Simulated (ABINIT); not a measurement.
**Ca2FeH6 (Fm-3m): G0W0 with ABINIT, start to end**

Aim: the G0W0 gap of Ca2FeH6 (Fm-3m) on LDA, step by step.

Program: ABINIT 10.8.3. Level of theory: LDA and many-body steps on it, plane waves. Results are calculated unless marked as measured.

Most raw output is cut from this account.

## Step 1: The structure

It takes space group Fm-3m (No. 225, cubic). Conventional cell: a = 6.992 Å, b = 6.992 Å, c = 6.992 Å, α = 90.00°, β = 90.00°, γ = 90.00°. Ca has 12 H at 2.48 Å nearest. Nearest to Fe lie 6 H at 1.59 Å. Nearest to H lie 1 Fe at 1.59 Å and 4 H at 2.25 Å and 4 Ca at 2.48 Å. Farther neighbours are not listed.

The cell and positions are those that the Materials Project relaxed with its own functionals (PBE, PBE+U or r2SCAN), kept fixed.

## Step 2: Ground state

This step: ABINIT 10.8.3; DFT, LDA, plane waves, norm-conserving pseudopotentials.

The ground-state density comes first.

Contents of run.abi:

```
acell 3*1.0 Angstrom
rprim 
  -0.000000000000 3.496077550000 3.496077550000
  3.496077550000 0.000000000000 3.496077550000
  3.496077550000 3.496077550000 -0.000000000000
ntypat 3
znucl 20 26 1
natom 9
typat 1 1 2 3 3 3 3 3 3
xred 
  0.250000000000 0.250000000000 0.250000000000
  0.750000000000 0.750000000000 0.750000000000
  0.000000000000 0.000000000000 0.000000000000
  0.771967350000 0.228032650000 0.228032650000
  0.228032650000 0.771967350000 0.771967350000
  0.228032650000 0.771967350000 0.228032650000
  0.771967350000 0.228032650000 0.771967350000
  0.228032650000 0.228032650000 0.771967350000
  0.771967350000 0.771967350000 0.228032650000
pp_dirpath "pseudos"
pseudos "Ca.upf, Fe.upf, H.upf"
ecut 39
ngkpt 6 6 6
nshiftk 1
shiftk 0 0 0
kptopt 1
chksymbreak 0
nband 29
occopt 1
tolvrs 1e-10
nstep 60
prtwf 0
optforces 0
optstress 0
indata_prefix "in"
outdata_prefix "out"
tmpdata_prefix "tmp"
```

Command:

```console
OMP_NUM_THREADS=1 mpirun -n 4 abinit run.abi > log
```

Run time: 51 s. Hardware: 4 MPI ranks of Intel Xeon Platinum 8375C at 2.90GHz (Ice Lake), shared host; peak memory 0.45 GiB; 3.4 min of CPU time.

This step gave:

- total energy: -5612.2427 eV
- gap: 1.208 eV
- k of the valence top: -0.3333, 0.5, 0.1667
- k of the conduction bottom: 0.5, 0.5, 0
- least direct gap: 1.215 eV

The gap is indirect, with the least direct gap 0.007 eV higher.

## Step 3: Bands along the symmetry lines

The cheap functional maps the bands first; the places of the edges decide which points the dearer methods must see.

Edit run.abi of step 2 so:

```diff
@@ -22,14 +22,40 @@
 ecut 39
-ngkpt 6 6 6
-nshiftk 1
-shiftk 0 0 0
-kptopt 1
-chksymbreak 0
-nband 29
-occopt 1
-tolvrs 1e-10
-nstep 60
+iscf -2
+irdden 1
+kptopt 0
+nkpt 26
+kpt 
+  0.00000000 0.00000000 0.00000000
+  0.12500000 0.00000000 0.12500000
+  0.25000000 0.00000000 0.25000000
+  0.37500000 0.00000000 0.37500000
+  0.50000000 0.00000000 0.50000000
+  0.53125000 0.06250000 0.53125000
+  0.56250000 0.12500000 0.56250000
+  0.59375000 0.18750000 0.59375000
+  0.62500000 0.25000000 0.62500000
+  0.37500000 0.37500000 0.75000000
+  0.28125000 0.28125000 0.56250000
+  0.18750000 0.18750000 0.37500000
+  0.09375000 0.09375000 0.18750000
+  0.00000000 0.00000000 0.00000000
+  0.12500000 0.12500000 0.12500000
+  0.25000000 0.25000000 0.25000000
+  0.37500000 0.37500000 0.37500000
+  0.50000000 0.50000000 0.50000000
+  0.50000000 0.43750000 0.56250000
+  0.50000000 0.37500000 0.62500000
+  0.50000000 0.31250000 0.68750000
+  0.50000000 0.25000000 0.75000000
+  0.50000000 0.18750000 0.68750000
+  0.50000000 0.12500000 0.62500000
+  0.50000000 0.06250000 0.56250000
+  0.50000000 0.00000000 0.50000000
+istwfk *1
+nband 28
+nbdbuf 2
+tolwfr 1e-08
+nstep 40
 prtwf 0
-optforces 0
-optstress 0
+prtvol 0
 indata_prefix "in"
```

Elapsed: 59 s, on 4 MPI ranks; peak memory 0.4 GiB; 3.9 min of CPU time.

This step gave:

```
gap                        : 1.206 eV
k of the valence top       : 0.5, 0.25, 0.75
k of the conduction bottom : 0.5, 0, 0.5
least direct gap           : 1.215 eV
```

The gap is 1.206 eV, −0.002 eV from the run before at this level.

The electronic bands at the labelled points (eV, zero at the top of the highest filled band):

| point | band 18 | band 19 | band 20 | band 21 | band 22 | band 23 | band 24 | band 25 |
| --- | --- | --- | --- | --- | --- | --- | --- | --- |
| Γ | -2.97 | -0.07 | -0.07 | -0.07 | 2.68 | 2.68 | 4.56 | 6.13 |
| halfway | -2.74 | -0.30 | -0.04 | -0.04 | 2.03 | 2.74 | 4.14 | 4.82 |
| X | -2.51 | -0.61 | -0.01 | -0.01 | 1.21 | 2.84 | 3.18 | 4.11 |
| halfway | -2.40 | -0.51 | -0.02 | -0.01 | 1.30 | 2.92 | 3.23 | 3.71 |
| U | -2.24 | -0.33 | -0.05 | -0.03 | 1.51 | 3.16 | 3.16 | 3.38 |
| jump to K | -2.24 | -0.33 | -0.05 | -0.03 | 1.51 | 3.16 | 3.16 | 3.38 |
| halfway | -2.39 | -0.18 | -0.09 | -0.07 | 2.47 | 2.52 | 4.12 | 4.60 |
| Γ | -2.97 | -0.07 | -0.07 | -0.07 | 2.68 | 2.68 | 4.56 | 6.13 |
| halfway | -2.58 | -0.17 | -0.08 | -0.08 | 2.61 | 2.61 | 4.53 | 4.98 |
| L | -2.22 | -0.25 | -0.09 | -0.09 | 2.59 | 2.59 | 3.47 | 4.17 |
| halfway | -2.21 | -0.17 | -0.13 | -0.05 | 1.90 | 2.73 | 3.62 | 3.66 |
| W | -2.27 | -0.17 | -0.17 | 0.00 | 1.62 | 2.99 | 3.25 | 3.25 |
| halfway | -2.36 | -0.42 | -0.05 | 0.00 | 1.38 | 2.99 | 3.26 | 3.47 |
| X | -2.51 | -0.61 | -0.01 | -0.01 | 1.21 | 2.84 | 3.18 | 4.11 |

## Step 4: Empty states on the mesh, 2×2×2 mesh, 60 bands

The sums over transitions need many empty states on a uniform mesh; this step solves for them.

Contents of run.abi:

```
acell 3*1.0 Angstrom
rprim 
  -0.000000000000 3.496077550000 3.496077550000
  3.496077550000 0.000000000000 3.496077550000
  3.496077550000 3.496077550000 -0.000000000000
ntypat 3
znucl 20 26 1
natom 9
typat 1 1 2 3 3 3 3 3 3
xred 
  0.250000000000 0.250000000000 0.250000000000
  0.750000000000 0.750000000000 0.750000000000
  0.000000000000 0.000000000000 0.000000000000
  0.771967350000 0.228032650000 0.228032650000
  0.228032650000 0.771967350000 0.771967350000
  0.228032650000 0.771967350000 0.228032650000
  0.771967350000 0.228032650000 0.771967350000
  0.228032650000 0.228032650000 0.771967350000
  0.771967350000 0.771967350000 0.228032650000
pp_dirpath "pseudos"
pseudos "Ca.upf, Fe.upf, H.upf"
ecut 39
ngkpt 2 2 2
nshiftk 1
shiftk 0 0 0
kptopt 1
chksymbreak 0
iscf -2
irdden 1
istwfk *1
nband 60
nbdbuf 4
tolwfr 1e-09
nstep 60
prtvol 0
indata_prefix "in"
outdata_prefix "out"
tmpdata_prefix "tmp"
```

The job ended after 14 s (4 MPI ranks; peak memory 0.35 GiB).

This step gave:

```yaml
gap: 1.215 eV
k_of_the_valence_top: 0.5, 0.5, 0
k_of_the_conduction_bottom: 0.5, 0.5, 0
least_direct_gap: 1.215 eV
k_points_computed: 3
lowest_point_of_the_top_converged_band_above_the_valence_top: 21.81 eV
```

On this mesh the gap is 1.215 eV.

## Step 5: Screening, 2×2×2 mesh, 56 bands, screening to 87.1 eV

The RPA dielectric matrix is built and inverted for each q.

This step: RPA screening on LDA, plane waves, norm-conserving pseudopotentials.

Edit run.abi of step 4 so:

```diff
@@ -27,10 +27,11 @@
 chksymbreak 0
-iscf -2
-irdden 1
 istwfk *1
-nband 60
-nbdbuf 4
-tolwfr 1e-09
-nstep 60
-prtvol 0
+occopt 1
+irdwfk 1
+optdriver 3
+nband 56
+ecuteps 3.2
+inclvkb 2
+awtr 1
+symchi 1
 indata_prefix "in"
```

Elapsed: 7.6 s, on 4 MPI ranks; peak memory 0.89 GiB; 30 s of CPU time.

This step gave:

* ε∞ with local fields, on this mesh, along the program's q direction: 5.049
* the same without local fields: 5.896
* plasma frequency: 26.03 eV
* plane waves in the screening matrix: 169

Local fields lower ε∞ by 14 %. On a Γ-centred mesh this coarse the value itself is usually too large, while a short band sum pulls it down.

## Step 6: Self-energy, 2×2×2 mesh, 56 bands, screening to 87.1 eV

The self-energy is evaluated for the states that the input lists, and the levels follow from it, in one-shot runs by the linearised quasiparticle equation.

This step: G0W0 on LDA, plane waves, norm-conserving pseudopotentials.

Edit run.abi of step 5 so:

```diff
@@ -30,8 +30,17 @@
 irdwfk 1
-optdriver 3
+optdriver 4
 nband 56
+gwcalctyp 0
+ecutsigx 39
+symsigma 1
+nkptgw 2
+kptgw 
+  0.5000000000 0.5000000000 0.0000000000
+  0.0000000000 0.0000000000 0.0000000000
+bdgw 
+  20 23
+  19 23
 ecuteps 3.2
-inclvkb 2
-awtr 1
-symchi 1
+irdscr 1
+ppmodel 1
 indata_prefix "in"
```

Elapsed: 5 s, on 4 MPI ranks; peak memory 0.72 GiB; 20 s of CPU time.

Numbers from this step:

```yaml
g0w0_gap_on_the_points_computed: 2.397 eV
starting_gap_on_the_mesh: 1.215 eV
k_of_the_valence_top: 0.5, 0.5, 0
k_of_the_conduction_bottom: 0.5, 0.5, 0
z_at_the_valence_top: 0.726
z_at_the_conduction_bottom: 0.771
least_direct_g0w0_gap_on_the_computed_points: 2.397 eV
```

The gap on the mesh goes from 1.21 eV to 2.40 eV, a correction of +1.18 eV.

Limits: finite bands, cutoff and mesh; no spin polarisation; d states lean on the start; coarse k mesh. v1 is the top filled band, c1 the lowest empty one. Levels before and after the correction, in eV, zero at the valence-band top of each column:

|  | conduction bottom | valence top |
| --- | --- | --- |
| Kohn-Sham | 1.21 | 0.00 |
| G0W0 | 2.40 | 0.00 |

|  | level | energy (eV) |
| --- | --- | --- |
| Kohn-Sham | (0.5 0.5 0) v2-v1 | 0.000 |
| Kohn-Sham | (0.5 0.5 0) c1 | 1.215 |
| Kohn-Sham | (0.5 0.5 0) c2 | 2.849 |
| G0W0 | (0.5 0.5 0) v2-v1 | 0.000 |
| G0W0 | (0.5 0.5 0) c1 | 2.397 |
| G0W0 | (0.5 0.5 0) c2 | 4.435 |

## Step 7: Where the time went

Times are wall times on 4 MPI ranks of Intel Xeon Platinum 8375C at 2.90GHz (Ice Lake), shared host, good to a factor of about two.

| step | time | share | memory (GiB) |
| --- | --- | --- | --- |
| ground state | 51 s | 37 % | 0.45 |
| bands along the symmetry lines | 59 s | 43 % | 0.4 |
| empty states on the mesh | 14 s | 10 % | 0.35 |
| screening | 7.6 s | 6 % | 0.89 |
| self-energy | 5 s | 4 % | 0.72 |

## Step 8: Summary of results

- LDA gap: 1.21 eV, indirect (only 9 meV under the direct gap)
- G0W0 gap on the mesh: 2.40 eV
- GW settings: 2×2×2 mesh, 56 bands, screening to 87.1 eV, Godby-Needs plasmon pole
- known limits: not at the basis limit; no spin polarisation; d states lean on the start; coarse k mesh

What this shows: G0W0 moves the gap on the mesh from 1.21 eV to 2.40 eV (+1.18 eV), with Z of 0.73 and 0.77 at the edges. Local fields lower the RPA ε∞ on this mesh from 5.90 to 5.05; a Γ-centred mesh this coarse tends to raise both, most where the direct gap is narrow, while a short band sum lowers them. Only 2 of the mesh's irreducible points were corrected, so a valley elsewhere could overtake. Bands and cutoff are finite, so the gap is not at the basis limit. The miss can reach some tenths of an eV and take either sign; the mesh is an error of its own. In the G0W0 run levels were corrected at 2 k points alone, so a gap called «on the mesh» is the least over those, and an edge elsewhere would be missed. The 2×2×2 mesh is coarse for this cell, which bears on the long-range parts of exchange and screening. The runs have no spin polarisation. For a closed low-spin shell that is the natural state; where a d or f shell is open it is a constraint, and the gap is then not the crystal's own. With d states at the gap, one-shot GW leans hard on its start.

[Paths, hosts, dates, memory and timing lines, banners, echoed tables and standing remarks are left out of the program output.]

[Logs are printed without paths, hosts, clocks, repeated set-up lines and the standing remarks that a program may print on its own settings, such as how far it seeks lower states.]

[Runs of the session that timed out or met a known fault of the program may be left out.]

[Hosts, paths, dates, database ids (printed as entryN), source tags and the programs' standing remarks are cut or masked in the printed files.]

[G0W0 gaps are taken among the corrected bands and points alone; a level outside them can change the order at an edge.]

[Where Ansatz stands beside ABINIT at settings called matched, ABINIT's density can come from a denser mesh and the files from another edition; pairs whose starting gaps differed by over 0.03 eV were left out, so agreement reads better than it is.]
